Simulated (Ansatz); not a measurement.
# LiZnI3 (model cell, started as cubic perovskite with Zn in the octahedra): a soft mode frozen in, part 2 of 2

Wanted: the energy along a soft mode of LiZnI3 (model cell, started as cubic perovskite with Zn in the octahedra) and the structure at the end.

Ansatz 0.2.0; DFT PBEsol, scalar-relativistic, plane waves, PAW; PAW set soft_1.

So far, highest frequency on the path or at a solved wavevector (cm⁻¹): step 2 (response at finite wavevector) 144. Also lowest frequency on the path (cm⁻¹): step 2 -171.

The structure was built from a prototype and need not be the compound's stable phase.

## 5. Energy along the mode, all amplitudes (two of the runs are shown above)

An imaginary frequency means negative curvature, so the energy should fall and then rise again as anharmonic terms take over.

Numbers from this step:

```
depth at the lowest point sampled  : 24.96 meV/atom
largest atomic shift at that point : 0.6 Å
```

Energy from the parent against largest atomic shift:

| largest atomic shift (Å) | energy from the parent (meV/atom) |
| --- | --- |
| 0.000 | 0 |
| 0.040 | -0.121 |
| 0.080 | -0.483 |
| 0.140 | -1.48 |
| 0.220 | -3.62 |
| 0.320 | -7.56 |
| 0.450 | -14.6 |
| 0.600 | -25.0 |

Displacement at unit largest shift by atom:

| atom | x (Å) | y (Å) | z (Å) | size |
| --- | --- | --- | --- | --- |
| Li1 | 0.00 | 1.00 | 0.00 | 1.00 |
| Li2 | 0.00 | -1.00 | 0.00 | 1.00 |
| Zn3 | 0.00 | 0.00 | 0.00 | 0.00 |
| Zn4 | 0.00 | 0.00 | 0.00 | 0.00 |
| I5 | -0.03 | 0.00 | 0.00 | 0.03 |
| I6 | 0.03 | 0.00 | 0.00 | 0.03 |
| I7 | 0.00 | 0.00 | 0.00 | 0.00 |
| I8 | 0.00 | 0.00 | 0.00 | 0.00 |
| I9 | 0.00 | 0.00 | 0.03 | 0.03 |
| I10 | 0.00 | 0.00 | -0.03 | 0.03 |

The lowest of the steps tried is the last one, at 0.6 Å, 25.0 meV/atom below the parent; the bottom of the well need not coincide with a step.

## 6. Relaxing from the distorted cell

Starting from the lowest point found, all atoms and the cell are let go, so that strain and other modes of the same symmetry can join in.

File input.yaml:

```yaml
crystal:
  lattice:
    - [5.5671905569, 5.5671905569, 0.0]
    - [5.5671905569, 0.0, 5.5671905569]
    - [5.5671905569, 0.0, -5.5671905569]
  atoms:
    - { symbol: Li, position: [0.1077742883, 0.4461128559, 0.4461128559] }
    - { symbol: Li, position: [-0.1077742883, 0.0538871441, 1.0538871441] }
    - { symbol: Zn, position: [0.5, 0.25, 0.75] }
    - { symbol: Zn, position: [0.5, 0.75, 0.25] }
    - { symbol: I, position: [0.5, 0.4982856204, 0.4982856204] }
    - { symbol: I, position: [0.5, 0.0017143796, 0.0017143796] }
    - { symbol: I, position: [0.0, 0.0, 0.5] }
    - { symbol: I, position: [0.0, 0.5, 0.0] }
    - { symbol: I, position: [0.5, 0.0017143796, 0.4982856204] }
    - { symbol: I, position: [0.5, 0.4982856204, 0.0017143796] }
kpoints:
  mp_grid: { grid: [6, 6, 6] }
hamiltonian:
  xc: pbesol
  pseudopotentials: { kind: paw, azcp: { folder: soft_1 }, xc_functional: pbe }
scf:
  occupations: { method: methfessel_paxton, width: 0.2 }
output:
  forces: true
  stress: true
  eigenvalues: true
relax:
  adjacent_minimum: "off"
  f_tol: 0.002
  max_steps: 120
  cell: { stress_tol: 0.03 }
```

Command:

```bash
$ ansatz run input.yaml --threads 4 --pin off --max-ram 16384MiB --backend cpu --events-out ev --progress --plain --runs-dir out
```

Numbers of over 12 decimals in the logs are rounded to 6 here.

Log:

```text
[...]
Crystal: 10 atoms, lattice volume = 345.095 Å³
Basis set: ecut = 420 eV, 6735 PW (Γ), exchange–correlation on 108×108×108 points (8 copies of the dense FFT grid, shifted against one another)
Bands: 80, of which v1, the nominal top of the filled ones, is band 66 counted from 1 (65 counted from 0)
Symmetry: 16 space group operations
[...]
k-points: 30 of 216
[...]
SCF iter   1: F=—  HF=-51568.942698 eV  |F-HF|=—  |Δ(HF+E_count)|=         —  Δρ=5.36e-2  dr2=6.65e0  ethr=3.10e-3  ⟨swp⟩=9.2  Hψ=11726  notcnv=0
[...]
SCF iter  11: F=-51566.889753 eV  HF=-51566.889753 eV  |F-HF|=5.60e-9  |Δ(HF+E_count)|=   1.67e-7  S|Δr|=    0.00e0  Δρ=3.82e-6  dr2=4.40e-8  ethr=7.58e-11  ⟨swp⟩=15.4  Hψ=14043  notcnv=0
SCF 1 converged in 11 iterations: F = -51566.889753 eV  dr2 = 4.40e-8
[...]
relax step   1: F+E_penalty+E_count = -51566.88975263 eV  Δ(F+E_penalty+E_count) = +0.000e0 eV  max|allowed force component| = 3.638e-1 eV/Å  Δτ_max = 0.0000 Å  P = +0.057 GPa  Ω = 345.095 Å³  (11 SCF iters, dr2 threshold 1.00e-7 eV, accepted)
Crystal: 10 atoms, lattice volume = 348.144 Å³
Basis set: ecut = 420 eV, 6855 PW (Γ), exchange–correlation on 108×108×108 points (8 copies of the dense FFT grid, shifted against one another)
[...]
SCF iter   6: F=-51567.123954 eV  HF=-51567.123952 eV  |F-HF|=1.89e-6  |Δ(HF+E_count)|=   2.47e-6  S|Δr|=    0.00e0  Δρ=1.56e-5  dr2=9.33e-7  ethr=7.58e-10  ⟨swp⟩=11.0  Hψ=13377  notcnv=0
SCF 2 converged in 6 iterations: F = -51567.123954 eV  dr2 = 9.33e-7
relax step   2: F+E_penalty+E_count = -51567.12395431 eV  Δ(F+E_penalty+E_count) = -2.342e-1 eV  max|allowed force component| = 4.565e-1 eV/Å  Δτ_max = 0.1948 Å  P = -0.003 GPa  Ω = 348.144 Å³  energy of the carried Pulay correction = -5.072e-4 eV  (6 SCF iters, dr2 threshold 1.00e-6 eV, accepted)
Crystal: 10 atoms, lattice volume = 350.480 Å³
[...]
SCF iter   6: F=-51567.316578 eV  HF=-51567.316575 eV  |F-HF|=2.99e-6  |Δ(HF+E_count)|=   6.77e-6  S|Δr|=    0.00e0  Δρ=1.53e-5  dr2=9.88e-7  ethr=7.58e-10  ⟨swp⟩=11.0  Hψ=12588  notcnv=0
SCF 3 converged in 6 iterations: F = -51567.316578 eV  dr2 = 9.88e-7
relax step   3: F+E_penalty+E_count = -51567.31657824 eV  Δ(F+E_penalty+E_count) = -1.926e-1 eV  max|allowed force component| = 4.332e-1 eV/Å  Δτ_max = 0.1950 Å  P = +0.089 GPa  Ω = 350.480 Å³  energy of the carried Pulay correction = -8.908e-4 eV  (6 SCF iters, dr2 threshold 1.00e-6 eV, accepted)
[...]
relax step   4: F+E_penalty+E_count = -51567.46597783 eV  Δ(F+E_penalty+E_count) = -1.494e-1 eV  max|allowed force component| = 2.980e-1 eV/Å  Δτ_max = 0.1963 Å  P = +0.143 GPa  Ω = 352.759 Å³  energy of the carried Pulay correction = -1.261e-3 eV  (7 SCF iters, dr2 threshold 1.00e-6 eV, accepted)
[...]
relax step   5: F+E_penalty+E_count = -51567.54150255 eV  Δ(F+E_penalty+E_count) = -7.552e-2 eV  max|allowed force component| = 2.907e-2 eV/Å  Δτ_max = 0.1954 Å  P = +0.099 GPa  Ω = 355.981 Å³  energy of the carried Pulay correction = -1.777e-3 eV  (7 SCF iters, dr2 threshold 1.00e-6 eV, accepted)
[...]
relax step   6: F+E_penalty+E_count = -51567.54237859 eV  Δ(F+E_penalty+E_count) = -8.760e-4 eV  max|allowed force component| = 1.340e-2 eV/Å  Δτ_max = 0.0244 Å  P = +0.013 GPa  Ω = 357.423 Å³  energy of the carried Pulay correction = -2.006e-3 eV  (7 SCF iters, dr2 threshold 5.28e-8 eV, accepted)
[...]
relax step   7: F+E_penalty+E_count = -51567.54246680 eV  Δ(F+E_penalty+E_count) = -8.821e-5 eV  max|allowed force component| = 2.035e-3 eV/Å  Δτ_max = 0.0068 Å  P = -0.000 GPa  Ω = 357.551 Å³  energy of the carried Pulay correction = -2.026e-3 eV  (5 SCF iters, dr2 threshold 1.12e-8 eV, accepted)
[...]
relax step   8: F+E_penalty+E_count = -51567.54246786 eV  Δ(F+E_penalty+E_count) = -1.057e-6 eV  max|allowed force component| = 3.261e-4 eV/Å  Δτ_max = 0.0009 Å  P = +0.000 GPa  Ω = 357.588 Å³  energy of the carried Pulay correction = -2.032e-3 eV  (6 SCF iters, dr2 threshold 2.59e-10 eV, accepted)
[...]
SCF iter   8: F=-51567.544399 eV  HF=-51567.544399 eV  |F-HF|=4.37e-10  |Δ(HF+E_count)|=  4.87e-10  S|Δr|=    0.00e0  Δρ=4.69e-8  dr2=3.88e-12  ethr=1.00e-12  ⟨swp⟩=5.0  Hψ=7679  notcnv=0
SCF 9 converged in 8 iterations: F = -51567.544399 eV  dr2 = 3.88e-12
relax step   9: F+E_penalty+E_count = -51567.54439921 eV  Δ(F+E_penalty+E_count) = -1.931e-3 eV  max|allowed force component| = 3.464e-4 eV/Å  Δτ_max = 0.0000 Å  P = -0.002 GPa  Ω = 357.588 Å³  stress off target by 8.25e-3 GPa  SCF on the basis re-selected at this cell (its energy is not comparable with the rows above)  (8 SCF iters)
basis re-selected at this cell: Δ(F+E_penalty+E_count) = -1.931e-3 eV, ΔP = -0.002 GPa vs the last step (what re-selecting the basis moved, of the pressure what is left beyond the Pulay correction that the steps carried, after the strain that the cell walked since its last selection, with what the two solves' SCF thresholds leave and, on support functions, any second-order correction that the steps lacked; it is no m [...]
SCF converged after 8 iterations
[...]
Free energy (F): -51567.544399 eV
[...]
Internal energy: -51567.550362 eV  (E = F + TS)
E sigma→0 (E₀):  -51567.545890 eV
Entropy (-TS):   0.005962 eV (0.596 meV/atom)
Fermi energy:    3.995061 eV
[...]
--- Forces (eV/Å), atoms counted from 1 ---
  atom   1  Li     0.00000000    -0.00009347     0.00000000
  atom   2  Li     0.00000000     0.00009347     0.00000000
  atom   3  Zn     0.00000000     0.00000000    -0.00000000
  atom   4  Zn     0.00000000    -0.00000000     0.00000000
  atom   5  I      0.00034637     0.00000000     0.00000000
  atom   6  I     -0.00034637     0.00000000     0.00000000
  atom   7  I     -0.00000000     0.00000000    -0.00000000
  atom   8  I     -0.00000000     0.00000000    -0.00000000
  atom   9  I      0.00000000     0.00000000    -0.00034637
  atom  10  I      0.00000000     0.00000000     0.00034637
  max |Σ_I F_I| component: 3.47e-18 eV/Å
--- Stress (GPa, compression-positive) ---
        0.001052       0.000000       0.000000
        0.000000      -0.008249       0.000000
        0.000000       0.000000       0.001052
  P = ⅓ Tr σ = -0.0020 GPa (-0.020 kbar)
--- Band table (eV; the first three rows and the last of 30) ---
  k-point 0: bands = [... 62 lower, 3.4844, 3.5461, 3.6428, 4.0006, 4.0006, 7.2067, 7.3939, 7.8366, ... 10 higher]
  k-point 1: bands = [... 62 lower, 3.4239, 3.5691, 3.8322, 3.8993, 3.9185, 7.3486, 7.4254, 7.5228, ... 10 higher]
  k-point 2: bands = [... 62 lower, 3.4326, 3.4605, 3.7365, 3.7522, 4.6060, 6.4926, 7.8758, 7.9440, ... 10 higher]
  k-point 29: bands = [... 62 lower, 2.8474, 2.8474, 3.4647, 3.6308, 6.3751, 7.2073, 7.7703, 8.2590, ... 10 higher]
--- Relaxed structure (8 steps of the walk, 8 accepted, 1 SCFs on fresh bases) ---
  F+E_penalty+E_count = -51567.54439921 eV   max|allowed force component| = 3.464e-4 eV/Å   (the final SCF, on the basis selected at the relaxed cell)
  cell:  # Å, volume = 357.5882 Å³
    - [5.647809, 5.605228, 0.0]
    - [5.647809, 0.0, 5.647809]
    - [5.647809, 0.0, -5.647809]
  atoms:
    - { symbol: Li, position: [0.251348, 0.374326, 0.374326] }
    - { symbol: Li, position: [-0.251348, 0.125674, 1.125674] }
    - { symbol: Zn, position: [0.500000, 0.250000, 0.750000] }
    - { symbol: Zn, position: [0.500000, 0.750000, 0.250000] }
    - { symbol: I, position: [0.500000, 0.483327, 0.483327] }
    - { symbol: I, position: [0.500000, 0.016673, 0.016673] }
    - { symbol: I, position: [-4.206568229762068e-19, 0.0, 0.500000] }
    - { symbol: I, position: [-4.2065682297620614e-19, 0.500000, 0.0] }
    - { symbol: I, position: [0.500000, 0.016673, 0.483327] }
    - { symbol: I, position: [0.500000, 0.483327, 0.016673] }
```

Elapsed: 2.6 min, on 4 threads of Arm Neoverse V1, shared host; peak memory 1.3 GiB.

Step by step:

| step | energy less that of the first step (eV) | largest force component (eV/Å) | pressure (GPa) | volume (Å³) |
| --- | --- | --- | --- | --- |
| 1 | 0.0000 | 0.3638 | 0.06 | 345.09 |
| 2 | -0.2342 | 0.4565 | 0.00 | 348.14 |
| 3 | -0.4268 | 0.4332 | 0.09 | 350.48 |
| 4 | -0.5762 | 0.2980 | 0.14 | 352.76 |
| 5 | -0.6517 | 0.0291 | 0.10 | 355.98 |
| 6 | -0.6526 | 0.0134 | 0.01 | 357.42 |
| 7 | -0.6527 | 0.0020 | 0.00 | 357.55 |
| 8 | -0.6527 | 0.0003 | 0.00 | 357.59 |
| 9* | -0.6546 | 0.0003 | 0.00 | 357.59 |

Relaxation steps marked * repeat the geometry before them on a plane-wave basis chosen anew for their cell, so energy and pressure can jump there.

The run keeps the 16 symmetry operations that it works with, so distortions that break them were not tested.

| conventional cell, symmetrised | before | after | change |
| --- | --- | --- | --- |
| a (Å) | 7.873 | 7.987 | +1.4 % |
| b (Å) | 7.873 | 7.987 | +1.4 % |
| c (Å) | 11.134 | 11.210 | +0.7 % |
| volume (Å³/atom) | 34.51 | 35.76 | +3.6 % |

The atoms that moved most (Å, as changes of fractional coordinates times the final cell):

| atom | dx | dy | dz | length |
| --- | --- | --- | --- | --- |
| Li1 | 0.000 | 0.805 | 0.000 | 0.805 |
| Li2 | 0.000 | -0.805 | 0.000 | 0.805 |
| I5 | -0.169 | 0.000 | 0.000 | 0.169 |
| I9 | 0.000 | 0.000 | 0.169 | 0.169 |
| I10 | 0.000 | 0.000 | -0.169 | 0.169 |
| I6 | 0.169 | 0.000 | 0.000 | 0.169 |

Numbers from this step:

```yaml
pressure: -0.002048 GPa
volume_per_atom: 35.76 Å³
```

The distorted start has space group I4/mmm; the relaxation ends in I4/mmm.

## 7. The new phase in its own primitive cell

The relaxed structure is symmetrised, reduced to its primitive cell and relaxed tightly, as its phonons need.

input.yaml, the sections that differ from step 6:

```yaml
crystal:
  lattice:
    - [-3.9936039427, 3.9936039427, 5.6052276012]
    - [3.9936039427, -3.9936039427, 5.6052276012]
    - [3.9936039427, 3.9936039427, -5.6052276012]
  atoms:
    - { symbol: Li, position: [0.1243258799, 0.1243258799, 0.0] }
    - { symbol: Li, position: [0.8756741201, 0.8756741201, 0.0] }
    - { symbol: Zn, position: [0.5, 0.0, 0.5] }
    - { symbol: Zn, position: [0.0, 0.5, 0.5] }
    - { symbol: I, position: [0.2333271315, 0.7666728685, 0.0] }
    - { symbol: I, position: [0.7666728685, 0.2333271315, 0.0] }
    - { symbol: I, position: [0.25, 0.75, 0.5] }
    - { symbol: I, position: [0.75, 0.25, 0.5] }
    - { symbol: I, position: [0.2333271315, 0.2333271315, 0.466654263] }
    - { symbol: I, position: [0.7666728685, 0.7666728685, 0.533345737] }
relax:
  adjacent_minimum: "off"
  f_tol: 0.001
  max_steps: 60
  cell: { stress_tol: 0.01 }
# kpoints, hamiltonian, scf, output: as in step 6
```

Log:

```text
[...]
Crystal: 10 atoms, lattice volume = 357.588 Å³
Basis set: ecut = 420 eV, 6967 PW (Γ), exchange–correlation on 108×108×108 points (8 copies of the dense FFT grid, shifted against one another)
Bands: 80, of which v1, the nominal top of the filled ones, is band 66 counted from 1 (65 counted from 0)
Symmetry: 16 space group operations
[...]
k-points: 30 of 216
[...]
- { symbol: Li, position: [0.875674, 0.875674, 0.0] }
    - { symbol: Zn, position: [0.5, 0.0, 0.5] }
    - { symbol: Zn, position: [0.0, 0.5, 0.5] }
    - { symbol: I, position: [0.233327, 0.766673, 0.0] }
    - { symbol: I, position: [0.766673, 0.233327, 0.0] }
    - { symbol: I, position: [0.25, 0.75, 0.5] }
    - { symbol: I, position: [0.75, 0.25, 0.5] }
    - { symbol: I, position: [0.2333271315, 0.2333271315, 0.466654263] }
    - { symbol: I, position: [0.766673, 0.766673, 0.533345737] }
[key lines of the parts left out:]
SCF converged after 7 iterations
Free energy (F): -51567.544399 eV
Fermi energy:    3.995060 eV
P = ⅓ Tr σ = -0.0020 GPa (-0.020 kbar)
```

Wall time 40 s (4 threads); peak memory 1.3 GiB; 2.6 min of CPU time.

Little changed from the start: no atom moved by 0.005 Å and no cell edge by 0.1 %.

The largest force component left is 0.25 meV/Å and the pressure is -0.002 GPa, within the tolerances set. The cell now holds 35.76 Å³/atom.

## 8. Modes of the new phase

A relaxed structure may still be a saddle point, so its zone-centre modes are computed. No field response is asked, since the mesh shows no gap.

input.yaml, as its differences from that of step 7:

```diff
@@ -24,9 +24,4 @@
 output:
-  forces: true
-  stress: true
   eigenvalues: true
-relax:
-  adjacent_minimum: "off"
-  f_tol: 0.001
-  max_steps: 60
-  cell: { stress_tol: 0.01 }
+phonons:
+  method: dfpt
```

Log:

```text
[...]
Crystal: 10 atoms, lattice volume = 357.588 Å³
Basis set: ecut = 420 eV, 6967 PW (Γ), exchange–correlation on 108×108×108 points (8 copies of the dense FFT grid, shifted against one another)
Bands: 80, of which v1, the nominal top of the filled ones, is band 66 counted from 1 (65 counted from 0)
Symmetry: 16 space group operations
k-points: 112 of 216 (irreducible under 1 space group operation, time reversal used)
[...]
SCF iter   1: F=—  HF=-51570.035279 eV  |F-HF|=—  |Δ(HF+E_count)|=         —  Δρ=5.36e-2  dr2=7.92e0  ethr=3.10e-3  ⟨swp⟩=9.7  Hψ=43769  notcnv=0
[...]
SCF iter  13: F=-51567.544399 eV  HF=-51567.544399 eV  |F-HF|=2.91e-11  |Δ(HF+E_count)|=  1.31e-10  S|Δr|=    0.00e0  Δρ=8.81e-9  dr2=4.79e-13  ethr=1.00e-12  ⟨swp⟩=17.5  Hψ=57464  notcnv=0
SCF 1 converged in 13 iterations: F = -51567.544399 eV  dr2 = 4.79e-13
[...]
DFPT response loops at Γ: preconditioner auto → none (partly filled bands, converged f_vac=0.225); β = 0.50; Broyden in place of MSR1
SCF converged after 13 iterations
[...]
Free energy (F): -51567.544399 eV
[...]
Internal energy: -51567.550362 eV  (E = F + TS)
E sigma→0 (E₀):  -51567.545890 eV
Entropy (-TS):   0.005962 eV (0.596 meV/atom)
Fermi energy:    3.995060 eV
[...]
--- Band table (eV; the first three rows and the last of 112) ---
  k-point 0: bands = [... 62 lower, 3.4844, 3.5461, 3.6428, 4.0006, 4.0006, 7.2067, 7.3939, 7.8366, ... 10 higher]
  k-point 1: bands = [... 62 lower, 3.4509, 3.5810, 3.7659, 4.0025, 4.0397, 7.5090, 7.5743, 7.8427, ... 10 higher]
  k-point 2: bands = [... 62 lower, 3.2345, 3.4523, 3.6155, 4.0052, 5.2196, 7.7987, 8.1018, 8.1073, ... 10 higher]
  k-point 111: bands = [... 62 lower, 2.8474, 2.8474, 3.4647, 3.6308, 6.3751, 7.2073, 7.7703, 8.2590, ... 10 higher]
--- Phonons (Γ-DFPT): 9 representative perturbations + reference, on 112 of 216 k-points (Σ response iterations 35) ---
  k mesh reduced under 1 symmetry operation, with k and −k counted as one. Each operation leaves every solved perturbation unchanged. A smaller set is not used because it would not reduce the number of displacements times k-points to solve
  ASR residual: 2.722e-5 → 0.000e0 eV/Å²; symmetrization residual: 7.996e-6 eV/Å²
  ASR residual per site (eV/Å²): 3.62e-6 3.62e-6 2.72e-5 2.72e-5 2.51e-6 2.51e-6 8.59e-6 8.59e-6 2.51e-6 2.51e-6
  Γ frequencies (cm⁻¹): -49.68 -49.68 -34.31 -34.00 -28.51 -27.02 -27.02 0.00 0.00 0.00 8.55 21.40 21.40 29.84 55.20 55.20 68.73 68.73 84.73 99.33 99.54 99.54 107.15 107.15 125.74 136.67 151.26 171.96 171.96 282.23
  non-analytic LO–TO correction: not included (Born effective charges unavailable; polar crystals: no LO–TO splitting at Γ)
```

It took 23 min on 4 threads; peak memory 8.5 GiB.

This step gave:

| Quantity | Value |
| --- | --- |
| sum-rule residual before enforcement | 2.72e-5 eV/Å² |
| point group | 4/mmm |
| highest optical mode at the zone centre (no LO-TO term) | 282.2 cm⁻¹ |
| lowest optical zone-centre mode | -49.68 cm⁻¹ |

Patterns of degenerate modes are one choice out of their space. The modes at Γ (shares of kinetic energy by element, %) (negative means imaginary):

| mode | frequency (cm⁻¹) | symmetry | Li % | Zn % | I % |
| --- | --- | --- | --- | --- | --- |
| 1 | -49.7 | Eg | 9 | 0 | 91 |
| 2 | -49.7 | Eg | 9 | 0 | 91 |
| 3 | -34.3 | A2u | 1 | 73 | 26 |
| 4 | -34.0 | B1g | 0 | 0 | 100 |
| 5 | -28.5 | B2g | 0 | 0 | 100 |
| 6 | -27.0 | Eu | 0 | 49 | 51 |
| 7 | -27.0 | Eu | 0 | 49 | 51 |
| 8 | 0.0 | acoustic | 2 | 14 | 84 |
| 9 | 0.0 | acoustic | 2 | 14 | 84 |
| 10 | 0.0 | acoustic | 2 | 14 | 84 |
| 11 | 8.6 | A2g | 0 | 0 | 100 |
| 12 | 21.4 | Eu | 9 | 27 | 63 |
| 13 | 21.4 | Eu | 9 | 27 | 63 |
| 14 | 29.8 | B1u | 0 | 0 | 100 |
| 15 | 55.2 | Eg | 0 | 0 | 100 |
| 16 | 55.2 | Eg | 0 | 0 | 100 |
| 17 | 68.7 | Eg | 91 | 0 | 9 |
| 18 | 68.7 | Eg | 91 | 0 | 9 |
| 19 | 84.7 | A1g | 0 | 0 | 100 |
| 20 | 99.3 | A2u | 2 | 12 | 86 |
| 21 | 99.5 | Eu | 26 | 63 | 11 |
| 22 | 99.5 | Eu | 26 | 63 | 11 |
| 23 | 107.2 | Eu | 0 | 11 | 89 |
| 24 | 107.2 | Eu | 0 | 11 | 89 |
| 25 | 125.7 | B2u | 0 | 100 | 0 |
| 26 | 136.7 | B1g | 0 | 0 | 100 |
| 27 | 151.3 | A2u | 96 | 0 | 4 |
| 28 | 172.0 | Eu | 62 | 35 | 3 |
| 29 | 172.0 | Eu | 62 | 35 | 3 |
| 30 | 282.2 | A1g | 100 | 0 | 0 |

Displacements in mode 1 (-49.7 cm⁻¹), the largest set to 1:
```
Li1 -0.45  1.00  0.00
Li2  0.45 -1.00  0.00
Zn3  0.00  0.00  0.00
Zn4  0.00  0.00  0.00
I5   0.00  0.00 -0.49
I6   0.00  0.00  0.49
I7   0.27  0.58  0.00
I8  -0.27 -0.58  0.00
I9   0.00  0.00 -0.18
I10  0.00  0.00  0.18
```

Displacements in mode 28 (172.0 cm⁻¹), the largest set to 1:
```
Li1  0.00  1.00  0.00
Li2  0.00  1.00  0.00
Zn3  0.00 -0.25  0.00
Zn4  0.00  0.23  0.00
I5   0.01 -0.03  0.00
I6   0.01 -0.03  0.00
I7   0.00  0.01  0.00
I8   0.00  0.01  0.00
I9  -0.01 -0.03  0.00
I10 -0.01 -0.03  0.00
```

Before it was imposed, the acoustic sum rule was missed by 2.7e-5 eV/Å². Small misses are needed for a sound result but don't prove that mesh and cutoff are converged. The lowest optical mode is imaginary, 49.7i cm⁻¹, so the energy falls along it.

## 9. Summary of results

| Property | Result |
| --- | --- |
| unstable mode of the parent | q = (-0.5, -0.5, -0.5), 169i cm⁻¹ |
| depth at the lowest point sampled | 25.0 meV/atom |
| largest atomic shift at that point | 0.6 Å |
| space group reached (within 0.01 Å) | I4/mmm |
| energy gained over the parent (first relaxation, on the mesh of the frozen mode) | 90.4 meV/atom |
| volume per atom, phase reached | 35.8 Å³ |
| lowest optical zone-centre mode, phase reached | -49.7 cm⁻¹ |
| highest optical mode at the zone centre (no LO-TO term), phase reached | 282 cm⁻¹ |

What this shows: Along this mode the structure falls into I4/mmm, 90.4 meV/atom below the parent. At the parent's cell the well is 24.96 meV/atom deep on the steps tried, with its lowest point at a shift of 0.6 Å. That is the last step tried, so the steps alone don't bracket the bottom of the well. Relaxing atoms and cell changes the gain by +65.41 meV/atom against the lowest step (energies at zero smearing). Most of the total comes from this relaxation. The new phase still has an imaginary mode at the zone centre of its cell, so it is a saddle point on the way to a lower structure. Of the 5 patterns followed to their end from this parent, this one ends 224 meV/atom above the lowest, Amm2. Each path keeps the symmetry of its pattern, so a lower phase may lie along a pattern not tried. With no gap, or one that is small against the smearing, the frequencies hang on the k mesh and the smearing, most of all near Kohn anomalies. A semilocal functional can close a gap that the real compound would have, so the metallic treatment may be an artefact of the level. Spin-orbit coupling is left out, which can matter for the heavy elements here. The PAW files were made for PBE and serve the other functionals too. The starting cell was built on a prototype and not taken from a measurement, so the phase need not exist.

[Logs are printed without paths, hosts, clocks, repeated set-up lines and the standing remarks that a program may print on its own settings, such as how far it seeks lower states.]

[Hosts, paths, dates, database ids (printed as entryN), source tags and the programs' standing remarks are cut or masked in the printed files.]
